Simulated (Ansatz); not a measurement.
# Optical response of Re, part 2 of 2

Aim: the dielectric function of Re, and the optical constants that follow from it.

Ansatz 0.2.0; DFT, r2SCAN, plane-wave PAW, default files, scalar-relativistic, independent-particle optical response without local fields.

So far. Step 2 (Ground state and bands): There are states at the Fermi level within the smearing, so the occupations stay smeared and the carriers get a Drude term. The cell is left with a pressure of -0.7 GPa, as it stands unrelaxed at this level.

### Step 3. Spectrum (continued)

The loss function −Im 1/ε at q → 0 has structure finer than the step of the table below, so its rows give means over 0.5 eV, whole bins alone (the curve runs from 0.3 to 14 eV). Peaks (eV: height): E ∥ x or y 10.25: 0.461, 13.85: 0.373; E ∥ z 9.00: 0.275, 10.15: 0.259, 11.60: 0.284.

The loss function −Im 1/ε at q → 0 by energy loss; means over each step:

```
energy loss (eV)  E ∥ x or y    E ∥ z
             1.0      0.0156  0.00675
             1.5      0.0410   0.0273
             2.0      0.0396   0.0404
             2.5      0.0300   0.0438
             3.0      0.0347   0.0506
             3.5      0.0404   0.0526
             4.0      0.0441   0.0567
             4.5      0.0324   0.0551
             5.0      0.0340   0.0522
             5.5      0.0453   0.0462
             6.0      0.0561   0.0435
             6.5      0.0648   0.0604
             7.0      0.0674   0.0791
             7.5      0.0746   0.0954
             8.0      0.0959    0.111
             8.5       0.140    0.179
             9.0       0.209    0.256
             9.5       0.242    0.227
            10.0       0.377    0.255
            10.5       0.335    0.220
            11.0       0.218    0.240
            11.5       0.216    0.276
            12.0       0.272    0.243
            12.5       0.288    0.284
            13.0       0.333    0.328
            13.5       0.360    0.329
```

The refractive index n and extinction k by photon energy:

```
photon energy (eV)  n, E ∥ x or y  k, E ∥ x or y  n, E ∥ z  k, E ∥ z
               0.5           3.73           14.0      3.23      17.2
               1.0           2.54           6.42      1.85      8.31
               1.5           3.15           3.58      2.41      4.78
               2.0           3.96           2.82      3.13      3.76
               2.5           4.67           2.93      3.16      3.65
               3.0           3.74           3.29      3.08      2.72
               3.5           3.40           3.50      2.79      3.24
               4.0           3.61           2.91      3.10      2.80
               4.5           4.02           3.87      3.03      2.88
               5.0           2.45           4.40      2.91      3.24
               5.5           1.86           3.77      2.95      3.42
               6.0           1.63           3.37      1.82      3.83
               6.5           1.46           3.12      1.24      3.14
               7.0           1.26           3.01      1.20      2.79
               7.5          0.930           2.72      1.09      2.53
               8.0          0.813           2.39     0.877      2.31
               8.5          0.743           2.03     0.824      1.88
               9.0          0.825           1.74      1.10      1.50
               9.5          0.886           1.67      1.14      1.68
              10.0          0.855           1.31      1.25      1.51
              10.5           1.43           1.11      1.40      1.64
              11.0           1.61           1.49      1.24      1.57
              11.5           1.30           1.67      1.20      1.43
              12.0           1.11           1.50      1.34      1.56
              12.5           1.18           1.46      1.10      1.46
              13.0           1.04           1.35      1.12      1.32
              13.5           1.14           1.23      1.22      1.26
              14.0           1.18           1.20      1.20      1.18
```

Values under 1 per cm are given as 1. Table of absorption coefficient by photon energy:

```
photon energy (eV)  E ∥ x or y (1/cm)  E ∥ z (1/cm)
             0.500              7.1e5         8.7e5
             1.000              6.5e5         8.4e5
             1.500              5.4e5         7.3e5
             2.000              5.7e5         7.6e5
             2.500              7.4e5         9.3e5
             3.000              1.0e6         8.3e5
             3.500              1.2e6         1.1e6
             4.000              1.2e6         1.1e6
             4.500              1.8e6         1.3e6
             5.000              2.2e6         1.6e6
             5.500              2.1e6         1.9e6
             6.000              2.0e6         2.3e6
             6.500              2.1e6         2.1e6
             7.000              2.1e6         2.0e6
             7.500              2.1e6         1.9e6
             8.000              1.9e6         1.9e6
             8.500              1.7e6         1.6e6
             9.000              1.6e6         1.4e6
             9.500              1.6e6         1.6e6
            10.000              1.3e6         1.5e6
            10.500              1.2e6         1.7e6
            11.000              1.7e6         1.8e6
            11.500              1.9e6         1.7e6
            12.000              1.8e6         1.9e6
            12.500              1.8e6         1.8e6
            13.000              1.8e6         1.7e6
            13.500              1.7e6         1.7e6
            14.000              1.7e6         1.7e6
```

From ε follow the optical constants at some laser and lamp lines:

```csv
wavelength (nm),n xy,k xy,R (%) xy,1/α xy,n z,k z,R (%) z,1/α z
1064,2.58,5.208,74.1,16 nm,1.87,6.751,86.1,13 nm
532,4.43,2.765,52.3,15 nm,3.30,3.655,58.6,12 nm
450,4.52,3.806,59.8,9.4 nm,2.96,3.337,55.8,11 nm
405,3.91,3.114,53.7,10 nm,3.40,2.673,48.7,12 nm
308,3.66,2.912,51.5,8.4 nm,3.13,2.810,49.8,8.7 nm
248,2.45,4.403,68.7,4.5 nm,2.91,3.236,54.8,6.1 nm
193,1.49,3.162,63.3,4.9 nm,1.27,3.239,67.6,4.7 nm
```

A polished face would reflect 54 % of daylight and look light grey (CIE x = 0.308, y = 0.322 under D65).

### Step 4. Results

```yaml
gap_on_the_path: 0 eV
main_peak_of_the_optical_conductivity_above_1_ev_first_axis: 4.64 eV
drude_plasma_energy_first_axis: 6.99 eV
```

At this level (r2SCAN, independent particles) Re is a metal with a Drude plasma energy of 7.0 eV along x, 7.0 eV along y and 8.8 eV along z; it reflects 52 % at 550 nm for E ∥ x. Along x the bare Drude plasma energy is 7.0 eV; Re ε first rises through zero at 1.59 eV, far lower, because interband transitions screen the carriers. Im ε is 22 there, so the loss peak at that energy is weak. A polished face would reflect 54 % of daylight and look light grey (CIE x = 0.308, y = 0.322 under D65). In the base run ε includes the program's bounded estimate of what the bands above those summed add. The carriers' damping of 0.05 eV is typed, not computed; at 0.8 eV the carriers give 11 % of Im ε along the first axis; the rest comes from the sum over bands, which at low energy also holds close bands and the noise of the mesh. Spin-orbit coupling is left out although heavy atoms are present. The Fermi-Dirac width of 0.05 eV acts as an electron temperature of 580 K in the carriers' term.

[Logs are printed without paths, hosts, clocks, repeated set-up lines and the standing remarks that a program may print on its own settings, such as how far it seeks lower states.]

[Hosts, paths, dates, database ids (printed as entryN), source tags and the programs' standing remarks are cut or masked in the printed files.]
